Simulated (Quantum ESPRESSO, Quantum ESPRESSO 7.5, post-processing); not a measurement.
## Ca(100), 5 layers: vacuum convergence

Which setting serves for Ca(100), 5 layers? The runs below step through one kind of setting.

Program: Quantum ESPRESSO 7.5. Level of theory: plane-wave DFT, PBE, PseudoDojo norm-conserving pseudopotentials. Results are calculated unless marked as measured.

This is a report of a sequence of runs, with most program output left out.

**1. Set-up**

The cell holds 5 atoms: 5 Ca. Cell: a = 3.946 Å, b = 3.946 Å, c = 35.160 Å, α = 90.0°, β = 90.0°, γ = 90.0°. It derives from Ca. Vacuum lies along c.

Coordinates:

```cif
data_structure
_symmetry_space_group_name_H-M 'P 1'
_symmetry_Int_Tables_number 1
_cell_length_a 3.9457
_cell_length_b 3.9457
_cell_length_c 35.1600
_cell_angle_alpha 90.000
_cell_angle_beta 90.000
_cell_angle_gamma 90.000
_cell_volume 547.38
loop_
_atom_site_label
_atom_site_type_symbol
_atom_site_fract_x
_atom_site_fract_y
_atom_site_fract_z
_atom_site_occupancy
Ca1 Ca 0.00000 0.00000 0.34130 1
Ca2 Ca 0.50000 0.50000 0.42065 1
Ca3 Ca 0.00000 0.00000 0.50000 1
Ca4 Ca 0.50000 0.50000 0.57935 1
Ca5 Ca 0.00000 0.00000 0.65870 1
```

**2. Self-consistent run: 24 Å of vacuum**

The first run is the reference of the series.

Input file c0.in:

```
&control
  prefix = 'c0'
  outdir = './out'
  pseudo_dir = './pseudo'
  calculation = 'scf'
  tprnfor = .true.
/
&system
  ibrav = 0
  nat = 5
  ntyp = 1
  ecutwfc = 56
  ecutrho = 224
  occupations = 'smearing'
  smearing = 'mv'
  degauss = 0.02
/
&electrons
  conv_thr = 1e-07
  mixing_beta = 0.4
  electron_maxstep = 120
  mixing_mode = 'local-TF'
/
ATOMIC_SPECIES
  Ca  40.0780  Ca.dojo-sr-pbe-0.4.1-standard.upf
CELL_PARAMETERS angstrom
  3.94565583902094 0.00000000000000 0.00000000000000
  0.00000000000000 3.94565583902094 0.00000000000000
  0.00000000000000 0.00000000000000 35.16000000000000
ATOMIC_POSITIONS crystal
  Ca  0.000000000000 0.000000000000 0.341296928328
  Ca  0.500000000000 0.500000000000 0.420648464164
  Ca  0.000000000000 0.000000000000 0.500000000000
  Ca  0.500000000000 0.500000000000 0.579351535836
  Ca  0.000000000000 0.000000000000 0.658703071672
K_POINTS automatic
  8 8 1 0 0 0
```

The run is started by

```bash
$ OMP_NUM_THREADS=1 mpirun -n 4 pw.x -nk 4 -in c0.in > c0.out
```

The job ended after 1.9 min (4 MPI ranks of Arm Neoverse V1, shared host; peak memory 1.1 GiB; 7.7 min of CPU time).

Read from the output:

| Quantity | Value |
| --- | --- |
| free energy | -5266.1282 eV |
| Fermi energy | 0.3185 eV |

The program's own clock; routines nest. Time by routine:

| routine | wall time (s) | calls |
| --- | --- | --- |
| PWSCF | 115.2 | 1 |
| electrons | 112.4 | 1 |
| c_bands | 79.95 | 19 |
| cegterg | 67.12 | 76 |
| h_psi | 55.13 | 411 |
| fftw | 48.15 | 13558 |
| vloc_psi | 43.35 | 411 |
| mix_rho | 19.19 | 19 |
| ffts | 11.22 | 1887 |
| sum_band | 10.18 | 19 |
| calbec | 6.13 | 427 |
| add_vuspsi | 5.93 | 411 |
| h_psi:calbec | 5.68 | 411 |
| v_of_rho | 2.61 | 20 |

The run needed 19 iterations to bring the estimated error under 1e-07 Ry; the largest force on any atom, held or free, is 0.13 eV/Å.

**3. Potential by pp.x**

The vacuum level is read from the electrostatic potential (plot_num = 11), averaged over planes.

Input file c0.pot.in:

```
&inputpp
  prefix = 'c0'
  outdir = './out'
  filplot = 'c0.pot.dat'
  plot_num = 11
/
```

The run is started by

```bash
$ OMP_NUM_THREADS=1 mpirun -n 4 pp.x -in c0.pot.in > c0.pot.out
```

Wall time 0.9 s (4 MPI ranks); peak memory 0.09 GiB.

This step gave:

| Quantity | Value |
| --- | --- |
| potential in the middle of the vacuum, over the Fermi level | 2.773 eV |

The potential energy, planar mean oscillates, so the rows of the table below give means over windows of 2.75 Å about each position, cut where the curve ends. Its maxima inside the range that stand out by 2 % of the span (Å: eV): 13.4: 0.814, 16.2: 0.742, 19.0: 0.742, 21.8: 0.814. Its minima: 12.0: -11.8, 14.8: -11.4, 17.6: -11.5, 20.3: -11.4, 23.2: -11.8.

Electrostatic potential energy of an electron; zero at the Fermi level. Table of potential energy, planar mean by z; means over each step:

| z (Å) | potential energy, planar mean (eV) |
| --- | --- |
| 1.38 | 2.77 |
| 4.12 | 2.77 |
| 6.88 | 2.77 |
| 9.62 | 2.09 |
| 12.38 | -3.92 |
| 15.12 | -3.69 |
| 17.88 | -3.71 |
| 20.62 | -3.68 |
| 23.38 | -3.90 |
| 26.12 | 2.52 |
| 28.88 | 2.77 |
| 31.62 | 2.77 |
| 34.38 | 2.77 |

Inside the slab this potential holds the local part of the pseudopotentials, which can be repulsive at the nuclei; only its value in the vacuum has a meaning of its own.

**4. Self-consistent run: 18 Å of vacuum**

Input file c2.in:

```
&control
  prefix = 'c2'
  outdir = './out'
  pseudo_dir = './pseudo'
  calculation = 'scf'
  tprnfor = .true.
/
&system
  ibrav = 0
  nat = 5
  ntyp = 1
  ecutwfc = 56
  ecutrho = 224
  occupations = 'smearing'
  smearing = 'mv'
  degauss = 0.02
/
&electrons
  conv_thr = 1e-07
  mixing_beta = 0.4
  electron_maxstep = 120
  mixing_mode = 'local-TF'
/
ATOMIC_SPECIES
  Ca  40.0780  Ca.dojo-sr-pbe-0.4.1-standard.upf
CELL_PARAMETERS angstrom
  3.94565583902094 0.00000000000000 0.00000000000000
  0.00000000000000 3.94565583902094 0.00000000000000
  0.00000000000000 0.00000000000000 29.16000000000000
ATOMIC_POSITIONS crystal
  Ca  0.000000000000 0.000000000000 0.308641975309
  Ca  0.500000000000 0.500000000000 0.404320987654
  Ca  0.000000000000 0.000000000000 0.500000000000
  Ca  0.500000000000 0.500000000000 0.595679012346
  Ca  0.000000000000 0.000000000000 0.691358024691
K_POINTS automatic
  8 8 1 0 0 0
```

The run is started by

```bash
$ OMP_NUM_THREADS=1 mpirun -n 4 pw.x -nk 4 -in c2.in > c2.out
```

Wall time 85 s (4 MPI ranks); peak memory 0.9 GiB.

Numbers from this step:

* free energy: -5266.1281 eV
* Fermi energy: 0.9554 eV

The program's own clock; routines nest. Time by routine:

| routine | wall time (s) | calls |
| --- | --- | --- |
| PWSCF | 84.19 | 1 |
| electrons | 81.79 | 1 |
| c_bands | 58.57 | 16 |
| cegterg | 49.06 | 64 |
| h_psi | 40.8 | 363 |
| fftw | 36.54 | 11430 |
| vloc_psi | 32.54 | 363 |
| mix_rho | 13.33 | 16 |
| ffts | 8.03 | 1471 |
| sum_band | 7.59 | 16 |
| calbec | 4.36 | 379 |
| add_vuspsi | 4.14 | 363 |
| h_psi:calbec | 3.99 | 363 |
| v_of_rho | 2.05 | 17 |

**5. Potential by pp.x**

Input file c2.pot.in:

```
&inputpp
  prefix = 'c2'
  outdir = './out'
  filplot = 'c2.pot.dat'
  plot_num = 11
/
```

The run is started by

```bash
$ OMP_NUM_THREADS=1 mpirun -n 4 pp.x -in c2.pot.in > c2.pot.out
```

Wall time 0.86 s (4 MPI ranks); peak memory 0.12 GiB.

Counted from each run's own zero (the Fermi level), the vacuum level differs from the first run's by -0 meV.

**6. Self-consistent run: 14 Å of vacuum**

Input file c4.in:

```
&control
  prefix = 'c4'
  outdir = './out'
  pseudo_dir = './pseudo'
  calculation = 'scf'
  tprnfor = .true.
/
&system
  ibrav = 0
  nat = 5
  ntyp = 1
  ecutwfc = 56
  ecutrho = 224
  occupations = 'smearing'
  smearing = 'mv'
  degauss = 0.02
/
&electrons
  conv_thr = 1e-07
  mixing_beta = 0.4
  electron_maxstep = 120
  mixing_mode = 'local-TF'
/
ATOMIC_SPECIES
  Ca  40.0780  Ca.dojo-sr-pbe-0.4.1-standard.upf
CELL_PARAMETERS angstrom
  3.94565583902094 0.00000000000000 0.00000000000000
  0.00000000000000 3.94565583902094 0.00000000000000
  0.00000000000000 0.00000000000000 25.16000000000000
ATOMIC_POSITIONS crystal
  Ca  0.000000000000 0.000000000000 0.278219395866
  Ca  0.500000000000 0.500000000000 0.389109697933
  Ca  0.000000000000 0.000000000000 0.500000000000
  Ca  0.500000000000 0.500000000000 0.610890302067
  Ca  0.000000000000 0.000000000000 0.721780604134
K_POINTS automatic
  8 8 1 0 0 0
```

The run is started by

```bash
$ OMP_NUM_THREADS=1 mpirun -n 4 pw.x -nk 4 -in c4.in > c4.out
```

Elapsed: 79 s, on 4 MPI ranks; peak memory 0.8 GiB; 5.2 min of CPU time.

This step gave:

| Quantity | Value |
| --- | --- |
| free energy | -5266.1283 eV |
| Fermi energy | 1.547 eV |

The program's own clock; routines nest. Time by routine:

| routine | wall time (s) | calls |
| --- | --- | --- |
| PWSCF | 78.25 | 1 |
| electrons | 76.2 | 1 |
| c_bands | 55.02 | 18 |
| cegterg | 45.9 | 72 |
| h_psi | 37.79 | 417 |
| fftw | 33.34 | 12772 |
| vloc_psi | 29.81 | 417 |
| mix_rho | 11.94 | 18 |
| sum_band | 7 | 18 |
| ffts | 6.84 | 1631 |
| calbec | 4.17 | 433 |
| add_vuspsi | 4.01 | 417 |
| h_psi:calbec | 3.85 | 417 |
| v_of_rho | 1.98 | 19 |

**7. Electrostatic potential**

Input file c4.pot.in:

```
&inputpp
  prefix = 'c4'
  outdir = './out'
  filplot = 'c4.pot.dat'
  plot_num = 11
/
```

The run is started by

```bash
$ OMP_NUM_THREADS=1 mpirun -n 4 pp.x -in c4.pot.in > c4.pot.out
```

Elapsed: 0.83 s, on 4 MPI ranks; peak memory 0.12 GiB; 3 s of CPU time.

Numbers from this step:

| Item | Value |
| --- | --- |
| potential in the middle of the vacuum, over the Fermi level | 2.775 eV |

Counted from each run's own zero (the Fermi level), the vacuum level differs from the first run's by +2 meV.

**8. Ground state: 12 Å of vacuum**

Input file c6.in:

```
&control
  prefix = 'c6'
  outdir = './out'
  pseudo_dir = './pseudo'
  calculation = 'scf'
  tprnfor = .true.
/
&system
  ibrav = 0
  nat = 5
  ntyp = 1
  ecutwfc = 56
  ecutrho = 224
  occupations = 'smearing'
  smearing = 'mv'
  degauss = 0.02
/
&electrons
  conv_thr = 1e-07
  mixing_beta = 0.4
  electron_maxstep = 120
  mixing_mode = 'local-TF'
/
ATOMIC_SPECIES
  Ca  40.0780  Ca.dojo-sr-pbe-0.4.1-standard.upf
CELL_PARAMETERS angstrom
  3.94565583902094 0.00000000000000 0.00000000000000
  0.00000000000000 3.94565583902094 0.00000000000000
  0.00000000000000 0.00000000000000 23.16000000000000
ATOMIC_POSITIONS crystal
  Ca  0.000000000000 0.000000000000 0.259067357513
  Ca  0.500000000000 0.500000000000 0.379533678756
  Ca  0.000000000000 0.000000000000 0.500000000000
  Ca  0.500000000000 0.500000000000 0.620466321244
  Ca  0.000000000000 0.000000000000 0.740932642487
K_POINTS automatic
  8 8 1 0 0 0
```

The run is started by

```bash
$ OMP_NUM_THREADS=1 mpirun -n 4 pw.x -nk 4 -in c6.in > c6.out
```

Wall time 61 s (4 MPI ranks); peak memory 0.75 GiB.

This step gave:

```
free energy  : -5266.1285 eV
Fermi energy : 1.919 eV
```

The program's own clock; routines nest. Time by routine:

| routine | wall time (s) | calls |
| --- | --- | --- |
| PWSCF | 60.79 | 1 |
| electrons | 58.83 | 1 |
| c_bands | 44.72 | 15 |
| cegterg | 37.51 | 60 |
| h_psi | 31.1 | 380 |
| fftw | 27.73 | 10780 |
| vloc_psi | 24.81 | 380 |
| mix_rho | 6.65 | 15 |
| sum_band | 5.69 | 15 |
| ffts | 3.91 | 919 |
| calbec | 3.3 | 396 |
| add_vuspsi | 3.17 | 380 |
| h_psi:calbec | 3.01 | 380 |
| v_of_rho | 1.6 | 16 |

**9. Electrostatic potential**

Input file c6.pot.in:

```
&inputpp
  prefix = 'c6'
  outdir = './out'
  filplot = 'c6.pot.dat'
  plot_num = 11
/
```

The run is started by

```bash
$ OMP_NUM_THREADS=1 mpirun -n 4 pp.x -in c6.pot.in > c6.pot.out
```

Run time: 0.81 s. Hardware: 4 MPI ranks; peak memory 0.12 GiB.

Read from the output:

* potential in the middle of the vacuum, over the Fermi level: 2.781 eV

Counted from each run's own zero (the Fermi level), the vacuum level differs from the first run's by +8 meV.

**10. Ground state: 10 Å of vacuum**

Input file c8.in:

```
&control
  prefix = 'c8'
  outdir = './out'
  pseudo_dir = './pseudo'
  calculation = 'scf'
  tprnfor = .true.
/
&system
  ibrav = 0
  nat = 5
  ntyp = 1
  ecutwfc = 56
  ecutrho = 224
  occupations = 'smearing'
  smearing = 'mv'
  degauss = 0.02
/
&electrons
  conv_thr = 1e-07
  mixing_beta = 0.4
  electron_maxstep = 120
  mixing_mode = 'local-TF'
/
ATOMIC_SPECIES
  Ca  40.0780  Ca.dojo-sr-pbe-0.4.1-standard.upf
CELL_PARAMETERS angstrom
  3.94565583902094 0.00000000000000 0.00000000000000
  0.00000000000000 3.94565583902094 0.00000000000000
  0.00000000000000 0.00000000000000 21.16000000000000
ATOMIC_POSITIONS crystal
  Ca  0.000000000000 0.000000000000 0.236294896030
  Ca  0.500000000000 0.500000000000 0.368147448015
  Ca  0.000000000000 0.000000000000 0.500000000000
  Ca  0.500000000000 0.500000000000 0.631852551985
  Ca  0.000000000000 0.000000000000 0.763705103970
K_POINTS automatic
  8 8 1 0 0 0
```

The run is started by

```bash
$ OMP_NUM_THREADS=1 mpirun -n 4 pw.x -nk 4 -in c8.in > c8.out
```

Wall time 50 s (4 MPI ranks); peak memory 0.72 GiB.

This step gave:

- free energy: -5266.1307 eV
- Fermi energy: 2.358 eV

The program's own clock; routines nest. Time by routine:

| routine | wall time (s) | calls |
| --- | --- | --- |
| PWSCF | 49.15 | 1 |
| electrons | 47.41 | 1 |
| c_bands | 37.2 | 14 |
| cegterg | 30.96 | 56 |
| h_psi | 25.32 | 349 |
| fftw | 21.8 | 10164 |
| vloc_psi | 19.8 | 349 |
| sum_band | 4.5 | 14 |
| mix_rho | 4.19 | 14 |
| calbec | 2.94 | 365 |
| add_vuspsi | 2.76 | 349 |
| h_psi:calbec | 2.66 | 349 |
| ffts | 2.39 | 721 |
| v_of_rho | 1.3 | 15 |

**11. Potential by pp.x**

Input file c8.pot.in:

```
&inputpp
  prefix = 'c8'
  outdir = './out'
  filplot = 'c8.pot.dat'
  plot_num = 11
/
```

The run is started by

```bash
$ OMP_NUM_THREADS=1 mpirun -n 4 pp.x -in c8.pot.in > c8.pot.out
```

Wall time 0.83 s (4 MPI ranks); peak memory 0.12 GiB; 3 s of CPU time.

Read from the output:

```
potential in the middle of the vacuum, over the Fermi level : 2.800 eV
```

Counted from each run's own zero (the Fermi level), the vacuum level differs from the first run's by +27 meV.

**12. Ground state: 8 Å of vacuum**

Input file c10.in:

```
&control
  prefix = 'c10'
  outdir = './out'
  pseudo_dir = './pseudo'
  calculation = 'scf'
  tprnfor = .true.
/
&system
  ibrav = 0
  nat = 5
  ntyp = 1
  ecutwfc = 56
  ecutrho = 224
  occupations = 'smearing'
  smearing = 'mv'
  degauss = 0.02
/
&electrons
  conv_thr = 1e-07
  mixing_beta = 0.4
  electron_maxstep = 120
  mixing_mode = 'local-TF'
/
ATOMIC_SPECIES
  Ca  40.0780  Ca.dojo-sr-pbe-0.4.1-standard.upf
CELL_PARAMETERS angstrom
  3.94565583902094 0.00000000000000 0.00000000000000
  0.00000000000000 3.94565583902094 0.00000000000000
  0.00000000000000 0.00000000000000 19.16000000000000
ATOMIC_POSITIONS crystal
  Ca  0.000000000000 0.000000000000 0.208768267223
  Ca  0.500000000000 0.500000000000 0.354384133612
  Ca  0.000000000000 0.000000000000 0.500000000000
  Ca  0.500000000000 0.500000000000 0.645615866388
  Ca  0.000000000000 0.000000000000 0.791231732777
K_POINTS automatic
  8 8 1 0 0 0
```

The run is started by

```bash
$ OMP_NUM_THREADS=1 mpirun -n 4 pw.x -nk 4 -in c10.in > c10.out
```

Wall time 48 s (4 MPI ranks); peak memory 0.65 GiB; 3.2 min of CPU time.

This step gave:

| Quantity | Value |
| --- | --- |
| free energy | -5266.1408 eV |
| Fermi energy | 2.878 eV |

The program's own clock; routines nest. Time by routine:

| routine | wall time (s) | calls |
| --- | --- | --- |
| PWSCF | 47.91 | 1 |
| electrons | 45.9 | 1 |
| c_bands | 36.74 | 14 |
| cegterg | 30.39 | 56 |
| h_psi | 25.05 | 377 |
| fftw | 21.86 | 10262 |
| vloc_psi | 19.87 | 377 |
| sum_band | 4.56 | 14 |
| mix_rho | 3.16 | 14 |
| calbec | 2.73 | 393 |
| add_vuspsi | 2.6 | 377 |
| h_psi:calbec | 2.48 | 377 |
| ffts | 1.69 | 519 |
| v_of_rho | 1.3 | 15 |

**13. Electrostatic potential**

Input file c10.pot.in:

```
&inputpp
  prefix = 'c10'
  outdir = './out'
  filplot = 'c10.pot.dat'
  plot_num = 11
/
```

The run is started by

```bash
$ OMP_NUM_THREADS=1 mpirun -n 4 pp.x -in c10.pot.in > c10.pot.out
```

It took 0.79 s on 4 MPI ranks; peak memory 0.12 GiB.

This step gave:

- potential in the middle of the vacuum, over the Fermi level: 2.864 eV

Counted from each run's own zero (the Fermi level), the vacuum level differs from the first run's by +91 meV.

**14. The series side by side**

All levels:

| level | vacuum level over the Fermi level (eV) | its change from the first (meV) | energy from the first (meV an atom) | SCF iterations | wall time (s) | peak memory (GiB) | CPU time (s) |
| --- | --- | --- | --- | --- | --- | --- | --- |
| 24 Å of vacuum | 2.773 | 0 | 0 | 19 | 115.7 | 1.07 | 462.6 |
| 18 Å of vacuum | 2.773 | -0.3582 | 0.01069 | 16 | 84.73 | 0.9 | 338.6 |
| 14 Å of vacuum | 2.775 | 2.222 | -0.02335 | 18 | 78.79 | 0.8 | 314.8 |
| 12 Å of vacuum | 2.781 | 8.497 | -0.06359 | 15 | 61.33 | 0.75 | 244.9 |
| 10 Å of vacuum | 2.8 | 27.19 | -0.5143 | 14 | 49.69 | 0.72 | 198.4 |
| 8 Å of vacuum | 2.864 | 91.38 | -2.534 | 14 | 48.47 | 0.65 | 193.5 |

**15. Results**

| Item | Value |
| --- | --- |
| vacuum level over the Fermi level, 24 Å of vacuum | 2.773 eV |
| cheapest step of the main series that, with all steps before it, keeps the vacuum level within 20 meV of the first | 12 Å of vacuum: +8 meV, 4.1 min of CPU time against 7.7 min |
| setting with the largest shift of the level | 8 Å of vacuum: +91 meV |

In words: The cheapest step of the main series that, with all steps before it, keeps the vacuum level within 20 meV of the first is 12 Å of vacuum: +8 meV, 4.1 min of CPU time against 7.7 min. Over the series the energy moves by up to 2.53 meV an atom and the vacuum level by up to 91 meV. The level is read in the middle of the vacuum, where a short gap still holds the tails of both faces. The times come from a shared host and are rough. Peak memory is sampled during the run and can miss the peak. The geometry is as built, not relaxed.

[Logs are printed without paths, hosts, clocks, repeated set-up lines and the standing remarks that a program may print on its own settings, such as how far it seeks lower states.]

[Hosts, paths, dates, database ids (printed as entryN), source tags and the programs' standing remarks are cut or masked in the printed files.]

[Maps of the electrostatic potential energy from Ansatz leave out the sawtooth potential of an applied field or a dipole correction, so their vacuum need not be flat; planar profiles and work functions include it.]
